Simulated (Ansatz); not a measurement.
# The perfect V wire along [100], 16 atoms a period, part 2 of 2

What gap, if any, does the V wire along [100], 16 atoms a period have, and how many channels would it open?

Ansatz 0.2.0; DFT PBE, plane waves, PAW; relaxation of a wire's period; PAW set soft_1 (the session's first sound run).

So far: The starting structure; The relaxed wire.

## 2. The relaxed wire (continued)

The steps of the relaxation:

| step | energy less that of the first step (eV) | largest force component (eV/Å) | pressure (GPa) | volume (Å³) |
| --- | --- | --- | --- | --- |
| 1 | 0.0000 | 2.0190 | -3.89 | 743.59 |
| 2 | -1.3593 | 0.5815 | -1.00 | 727.78 |
| 3 | -1.5372 | 0.2744 | 0.83 | 735.72 |
| 4 | -1.5766 | 0.0676 | -0.02 | 735.33 |
| 5 | -1.5787 | 0.0314 | -0.01 | 736.87 |
| 6 | -1.5789 | 0.0020 | 0.00 | 736.90 |
| 7* | -1.5768 | 0.0019 | 0.01 | 736.90 |

Relaxation steps marked * repeat the geometry before them on a plane-wave basis chosen anew for their cell, so energy and pressure can jump there.

Forces are held to the 16 operations that the run works with; a distortion that breaks them can't arise in this run.

| cell as run | before | after | change |
| --- | --- | --- | --- |
| c (Å) | 2.990 | 2.963 | -0.9 % |

The atoms that moved most (Å, along periodic axes as changes of fractional coordinates times the final cell, across vacuum about the mean position):

| atom | dx | dy | dz | length |
| --- | --- | --- | --- | --- |
| V1 | 0.276 | 0.000 | 0.000 | 0.276 |
| V11 | 0.000 | 0.276 | 0.000 | 0.276 |
| V14 | 0.000 | -0.276 | 0.000 | 0.276 |
| V8 | -0.276 | 0.000 | 0.000 | 0.276 |
| V7 | -0.083 | -0.036 | 0.000 | 0.090 |
| V16 | -0.036 | -0.083 | 0.000 | 0.090 |
| V10 | 0.036 | -0.083 | 0.000 | 0.090 |
| V5 | -0.083 | 0.036 | 0.000 | 0.090 |

This step gave:

```
energy at zero smearing    : -46584.5660 eV
cell length along the wire : 2.963 Å
```

The cell's length comes to 2.963 Å with spin left out.

## 3. Bands of the perfect wire

This step: DFT PBE, plane waves, PAW; bands of a perfect wire; PAW set soft_1 (Ansatz 0.2.0).

At the relaxed period the bands are computed along the axis; those that cross an energy going forward count the channels that a perfect wire would open there.

input.yaml

```yaml
crystal:
  lattice:
    - [15.77, 0.0, 0.0]
    - [0.0, 15.77, 0.0]
    - [0.0, 0.0, 2.963103971]
  atoms:
    - { symbol: V, position: [0.233113523, 0.5, 0.0] }
    - { symbol: V, position: [0.410437377, 0.312708247, 0.0] }
    - { symbol: V, position: [0.407057925, 0.5, 0.0] }
    - { symbol: V, position: [0.410437377, 0.687291753, 0.0] }
    - { symbol: V, position: [0.589562623, 0.312708247, 0.0] }
    - { symbol: V, position: [0.592942075, 0.5, 0.0] }
    - { symbol: V, position: [0.589562623, 0.687291753, 0.0] }
    - { symbol: V, position: [0.766886477, 0.5, 0.0] }
    - { symbol: V, position: [0.312708247, 0.410437377, 0.5] }
    - { symbol: V, position: [0.312708247, 0.589562623, 0.5] }
    - { symbol: V, position: [0.5, 0.233113523, 0.5] }
    - { symbol: V, position: [0.5, 0.407057925, 0.5] }
    - { symbol: V, position: [0.5, 0.592942075, 0.5] }
    - { symbol: V, position: [0.5, 0.766886477, 0.5] }
    - { symbol: V, position: [0.687291753, 0.410437377, 0.5] }
    - { symbol: V, position: [0.687291753, 0.589562623, 0.5] }
kpoints:
  mp_grid: { grid: [1, 1, 27] }
  band_path: { path: ["Γ", Z], npoints: 90 }
scf:
  occupations: { method: fermi_dirac, width: 0.05 }
hamiltonian:
  xc: pbe
  pseudopotentials: { kind: paw, azcp: { folder: soft_1 } }
output:
  dos: { e_range: [-5, 4] }
  write_potential: true
  write_density: true
  volumetric_format: npy
```

Run with:

```sh
$ ansatz run input.yaml --threads 4 --pin off --max-ram 16384MiB --backend cpu --events-out ev --progress --plain --runs-dir out
```

Numbers of over 12 decimals in the logs are rounded to 6 here.

Output:

```text
[...]
Crystal: 16 atoms, lattice volume = 736.903 Å³
Basis set: ecut = 420 eV, 14281 PW (Γ)
Bands: 125, of which v1, the nominal top of the filled ones, is band 104 counted from 1 (103 counted from 0)
Symmetry: 16 space group operations
[...]
k-points: 14 of 27
[...]
SCF iter   1: F=—  HF=-46611.460654 eV  |F-HF|=—  |Δ(HF+E_count)|=         —  Δρ=6.34e-2  dr2=2.62e2  ethr=3.10e-3  ⟨swp⟩=11.1  Hψ=8724  notcnv=0
[...]
SCF iter  15: F=-46584.653220 eV  HF=-46584.653220 eV  |F-HF|=2.14e-8  |Δ(HF+E_count)|=   5.41e-8  Δρ=1.50e-6  dr2=2.32e-8  ethr=4.81e-11  ⟨swp⟩=16.2  Hψ=7416  notcnv=0
SCF 1 converged in 15 iterations: F = -46584.653220 eV  dr2 = 2.32e-8
[...]
NSCF: frozen V_eff on 91 k-points
WARN: The output density's exchange-correlation potential varies sharply where the density is thin. Do not read a vacuum level from v_tot or v_xc, or from such a field of the output density. On a cell that repeats whose density bears no net charge and no dipole along the vacuum's axis use v_es (v_loc + v_h of the components); under efield.dipole_correction with no amplitude use v_es + v_field, which holds any externa [...]
SCF converged after 15 iterations
Free energy (F): -46584.653220 eV
[...]
Internal energy: -46584.478994 eV  (E = F + TS)
E sigma→0 (E₀):  -46584.566107 eV
Entropy (-TS):   -0.174225 eV (-10.889 meV/atom)
Fermi energy:    2.156495 eV
[...]
--- Band table (eV; the first three rows and the last of 14) ---
  k-point 0: bands = [... 100 lower, 1.9791, 2.0726, 2.2096, 2.2096, 2.2989, 2.3353, 2.3843, 2.4506, ... 17 higher]
  k-point 1: bands = [... 100 lower, 1.9286, 2.2039, 2.2222, 2.2222, 2.2499, 2.3969, 2.4031, 2.4739, ... 17 higher]
  k-point 2: bands = [... 100 lower, 1.9036, 2.1728, 2.2291, 2.2291, 2.3831, 2.3947, 2.5383, 2.5383, ... 17 higher]
  k-point 13: bands = [... 100 lower, 1.9194, 1.9418, 2.1405, 2.1405, 2.2584, 2.2584, 2.3061, 2.3511, ... 17 higher]
```

The job ended after 3.5 min (4 threads of Arm Neoverse V1, shared host; peak memory 4.5 GiB).

This step gave:

* energy at zero smearing: -46584.5661 eV
* band gap: 0 eV

The electronic bands at the labelled points (eV, zero at the Fermi level; # counts the bands kept):

| point | #37 | #38 | #39 | #40 | #41 | #42 | #43 | #44 |
| --- | --- | --- | --- | --- | --- | --- | --- | --- |
| Γ | -0.18 | -0.08 | 0.05 | 0.05 | 0.14 | 0.18 | 0.23 | 0.29 |
| halfway | -0.50 | -0.38 | -0.29 | -0.29 | -0.26 | 0.11 | 0.18 | 0.18 |
| Z | -0.23 | -0.23 | -0.01 | -0.01 | 0.10 | 0.10 | 0.18 | 0.18 |

Between Γ and Z the bands cross the Fermi level 8 times, so a perfect wire would conduct at least 8 G₀, with spin left out.

## 4. Outcome

```yaml
cell_length_pbe: 2.963 Å
ballistic_conductance_by_band_crossings_a_lower_bound_pbe: 8 G₀
```

**Reading.** Under PBE the cell's length is 2.96 Å, and the bands cross the Fermi level 8 times between Γ and Z, which gives a perfect wire at least 8 G₀ (opposite crossings within one step of the path cancel in such a count). No spin was allowed, though thin wires with open d shells can turn magnetic.

[Logs are printed without paths, hosts, clocks, repeated set-up lines and the standing remarks that a program may print on its own settings, such as how far it seeks lower states.]

[Hosts, paths, dates, database ids (printed as entryN), source tags and the programs' standing remarks are cut or masked in the printed files.]
